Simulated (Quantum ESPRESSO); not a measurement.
**Fe2O3 (Hematite): spin-resolved density of states**

Where do the states of the two spins of Fe2O3 (Hematite) lie?

Main program and level: Quantum ESPRESSO 7.5; PBEsol; plane waves with GBRV 1.5 PBEsol potentials, no spin-orbit coupling.

## (1) Starting point

It takes space group R-3c (No. 167, trigonal). The conventional cell has a = 5.038 Å, b = 5.038 Å, c = 13.772 Å, α = 90.00°, β = 90.00°, γ = 120.00°. Nearest to Fe lie 6 O at 1.95 to 2.12 Å. O has 4 Fe at 1.95 to 2.12 Å nearest. Farther neighbours and most contacts between anions are not listed.

The cell comes from the Crystallography Open Database.

## (2) The magnetic state

This state came out lowest in a comparison of starts that is told elsewhere.

pw.in reads:

```
&CONTROL
  calculation = 'scf'
  prefix = 'pwscf'
  outdir = './tmp'
  pseudo_dir = './pseudo'
  disk_io = 'low'
/
&SYSTEM
  ibrav = 0
  celldm(1) = 8
  nat = 10
  ntyp = 3
  ecutwfc = 40
  ecutrho = 280
  nbnd = 68
  occupations = 'smearing'
  smearing = 'fd'
  degauss = 0.00367493
  nspin = 2
  starting_magnetization(1) = 0.25
  starting_magnetization(2) = -0.25
  starting_magnetization(3) = 0
/
&ELECTRONS
  conv_thr = 2d-08
  electron_maxstep = 150
  mixing_beta = 0.3
/
ATOMIC_SPECIES
Fe1    55.8450 fe_pbesol_v1.5.uspp.F.UPF
Fe2    55.8450 fe_pbesol_v1.5.uspp.F.UPF
O      15.9990 o_pbesol_v1.2.uspp.F.UPF
CELL_PARAMETERS alat
   0.5950275134915    0.3435392950923    1.0843878411890
  -0.5950275134915    0.3435392950923    1.0843878411890
   0.0000000000000   -0.6870785901845    1.0843878411890
ATOMIC_POSITIONS crystal
Fe1     0.3553000000    0.3553000000    0.3553000000
Fe2     0.1447000000    0.1447000000    0.1447000000
Fe1     0.6447000000    0.6447000000    0.6447000000
Fe2     0.8553000000    0.8553000000    0.8553000000
O       0.5559000000    0.9441000000    0.2500000000
O       0.2500000000    0.5559000000    0.9441000000
O       0.9441000000    0.2500000000    0.5559000000
O       0.4441000000    0.0559000000    0.7500000000
O       0.7500000000    0.4441000000    0.0559000000
O       0.0559000000    0.7500000000    0.4441000000
K_POINTS automatic
6 6 6 0 0 0
```

Started as:

```sh
> OMP_NUM_THREADS=1 mpirun -n 4 pw.x -nk 4 -in pw.in > pw.out
```

The program printed:

```text
Program PWSCF v.7.5 starts

     Message from routine setup:
     using ibrav=0 with symmetry is DISCOURAGED, use correct ibrav instead

     K-points division:     npool     =       4
     Subspace diagonalization in iterative solution of the eigenvalue problem:

     bravais-lattice index     =            0
     lattice parameter (alat)  =       8.0000  a.u.
     unit-cell volume          =     680.9564 (a.u.)^3
     number of atoms/cell      =           10
     number of atomic types    =            3
     number of electrons       =       100.00
     number of Kohn-Sham states=           68
     kinetic-energy cutoff     =      40.0000  Ry
     charge density cutoff     =     280.0000  Ry
     scf convergence threshold =      2.0E-08
     mixing beta               =       0.3000
     number of iterations used =            8  plain     mixing
     Exchange-correlation= SLA  PW   PSX  PSC
                           (   1   4  10   8   0   0   0)

     celldm(1)=   8.000000  celldm(2)=   0.000000  celldm(3)=   0.000000
     celldm(4)=   0.000000  celldm(5)=   0.000000  celldm(6)=   0.000000

     crystal axes: (cart. coord. in units of alat)
               a(1) = (   0.595028   0.343539   1.084388 )
               a(2) = (  -0.595028   0.343539   1.084388 )
               a(3) = (   0.000000  -0.687079   1.084388 )

     reciprocal axes: (cart. coord. in units 2 pi/alat)
               b(1) = (  0.840297  0.485146  0.307393 )
               b(2) = ( -0.840297  0.485146  0.307393 )
               b(3) = (  0.000000 -0.970292  0.307393 )

     PseudoPot. # 1 for Fe read from file:
     fe_pbesol_v1.5.uspp.F.UPF
     Pseudo is Ultrasoft + core correction, Zval = 16.0

     PseudoPot. # 2 for Fe read from file:
     fe_pbesol_v1.5.uspp.F.UPF
     Pseudo is Ultrasoft + core correction, Zval = 16.0

     PseudoPot. # 3 for O  read from file:
     o_pbesol_v1.2.uspp.F.UPF
     Pseudo is Ultrasoft + core correction, Zval =  6.0

     atomic species   valence    mass     pseudopotential
     Fe1              16.00    55.84500     Fe( 1.00)
     Fe2              16.00    55.84500     Fe( 1.00)
     O                 6.00    15.99900     O ( 1.00)

     Starting magnetic structure
     atomic species   magnetization
     Fe1             0.250
     Fe2            -0.250
     O               0.000

      6 Sym. Ops., with inversion, found

   Cartesian axes

     site n.     atom                  positions (alat units)
         1        Fe1    tau(   1) = (  -0.0000000   0.0000000   1.1558490  )
         2        Fe2    tau(   2) = (  -0.0000000   0.0000000   0.4707328  )
         3        Fe1    tau(   3) = (   0.0000000   0.0000000   2.0973145  )
         4        Fe2    tau(   4) = (   0.0000000   0.0000000   2.7824308  )
         5        O      tau(   5) = (  -0.2309897   0.3435393   1.8976787  )
         6        O      tau(   6) = (  -0.1820189  -0.3718126   1.8976787  )
         7        O      tau(   7) = (   0.4130086   0.0282733   1.8976787  )
         8        O      tau(   8) = (   0.2309897  -0.3435393   1.3554848  )
         9        O      tau(   9) = (   0.1820189   0.3718126   1.3554848  )
        10        O      tau(  10) = (  -0.4130086  -0.0282733   1.3554848  )

     number of k points=    40  Fermi-Dirac smearing, width (Ry)=  0.0037
                       cart. coord. in units 2pi/alat
        k(    1) = (   0.0000000   0.0000000   0.0000000), wk =   0.0046296
        k(    2) = (   0.0000000  -0.1617153   0.0512322), wk =   0.0277778
        k(    3) = (   0.0000000  -0.3234306   0.1024644), wk =   0.0277778
        k(    4) = (  -0.0000000   0.4851459  -0.1536965), wk =   0.0138889
        k(    5) = (  -0.1400495  -0.0808576   0.1024644), wk =   0.0277778
        [... 35 further k-points ...]

     Dense  grid:    53915 G-vectors     FFT dimensions: (  60,  60,  60)

     Smooth grid:    23225 G-vectors     FFT dimensions: (  45,  45,  45)

     Check: negative core charge=   -0.000040
     Generating pointlists ...
     new r_m :   0.1896 (alat units)  1.5167 (a.u.) for type    1
     new r_m :   0.1896 (alat units)  1.5167 (a.u.) for type    2
     new r_m :   0.1896 (alat units)  1.5167 (a.u.) for type    3

     Initial potential from superposition of free atoms

     starting charge      96.0000, renormalised to     100.0000
     Starting wfcs are   76 randomized atomic wfcs

     Self-consistent Calculation

     iteration #  1     ecut=    40.00 Ry     beta= 0.30
     Davidson diagonalization with overlap
     ethr =  1.00E-02,  avg # of iterations =  2.6

     total energy              =   -1193.47092483 Ry
     estimated scf accuracy    <       3.33017889 Ry

     total magnetization       =    -0.00 Bohr mag/cell
     absolute magnetization    =    16.91 Bohr mag/cell

     iteration #  2     ecut=    40.00 Ry     beta= 0.30
     Davidson diagonalization with overlap
     ethr =  3.33E-03,  avg # of iterations =  2.0

     total energy              =   -1193.99743960 Ry
     estimated scf accuracy    <       1.45417846 Ry

     total magnetization       =     0.00 Bohr mag/cell
     absolute magnetization    =    12.67 Bohr mag/cell

     [... further iterations left out ...]

     iteration # 11     ecut=    40.00 Ry     beta= 0.30
     Davidson diagonalization with overlap
     ethr =  4.70E-08,  avg # of iterations =  2.0

     total energy              =   -1194.25769902 Ry
     estimated scf accuracy    <       0.00000047 Ry

     total magnetization       =    -0.00 Bohr mag/cell
     absolute magnetization    =    15.11 Bohr mag/cell

     iteration # 12     ecut=    40.00 Ry     beta= 0.30
     Davidson diagonalization with overlap
     ethr =  4.66E-10,  avg # of iterations =  2.0

     Magnetic moment per site  (integrated on atomic sphere of radius R)
     atom   1 (R=0.190)  charge= 12.9539  magn=  3.3708
     atom   2 (R=0.190)  charge= 12.9539  magn= -3.3708
     atom   3 (R=0.190)  charge= 12.9539  magn=  3.3708
     atom   4 (R=0.190)  charge= 12.9539  magn= -3.3708
     atom   5 (R=0.190)  charge=  5.3250  magn= -0.0000
     atom   6 (R=0.190)  charge=  5.3250  magn= -0.0000
     atom   7 (R=0.190)  charge=  5.3250  magn= -0.0000
     atom   8 (R=0.190)  charge=  5.3250  magn= -0.0000
     atom   9 (R=0.190)  charge=  5.3250  magn= -0.0000
     atom  10 (R=0.190)  charge=  5.3250  magn= -0.0000

     End of self-consistent calculation

     [... lines left out ...]
     the Fermi energy is    11.1759 ev

!    total energy              =   -1194.25769925 Ry
     estimated scf accuracy    <       0.00000002 Ry
     smearing contrib. (-TS)   =      -0.00003254 Ry
     internal energy E=F+TS    =   -1194.25766672 Ry

     The total energy is F=E-TS. E is the sum of the following terms:
     one-electron contribution =    -645.08693048 Ry
     hartree contribution      =     370.97102925 Ry
     xc contribution           =    -158.67760885 Ry
     ewald contribution        =    -761.46415663 Ry

     total magnetization       =     0.00 Bohr mag/cell
     absolute magnetization    =    15.11 Bohr mag/cell

     convergence has been achieved in  12 iterations

=------------------------------------------------------------------------------=
   JOB DONE.
=------------------------------------------------------------------------------=
```

The job ended after 2.3 min (4 MPI ranks of Intel Xeon Platinum 8488C (Sapphire Rapids), shared host; peak memory 0.86 GiB).

Spin moment in the atom's sphere by atom:

```csv
atom,spin moment in the atom's sphere (μB)
Fe1,3.37
Fe2,-3.37
Fe3,3.37
Fe4,-3.37
O5,0.00
O6,0.00
O7,0.00
O8,0.00
O9,0.00
O10,0.00
```

This step gave:

```yaml
smearing_term_ts: 4.43e-4 eV
magnetization: 0 μB
absolute_magnetization: 15.12 μB
final_state: antiferromagnetic
```

(Part 1 of 2 ends here.)

[Logs and program files are shortened in this print: banners, set-up blocks, solver, clock and traceback lines can be left out without a mark of their own.]

[Logs are printed without paths, hosts, clocks, repeated set-up lines and the standing remarks that a program may print on its own settings, such as how far it seeks lower states.]

[Hosts, paths, dates, database ids (printed as entryN), source tags and the programs' standing remarks are cut or masked in the printed files.]

[Where a cell is said to come from a database of computed structures, the database is the Materials Project.]
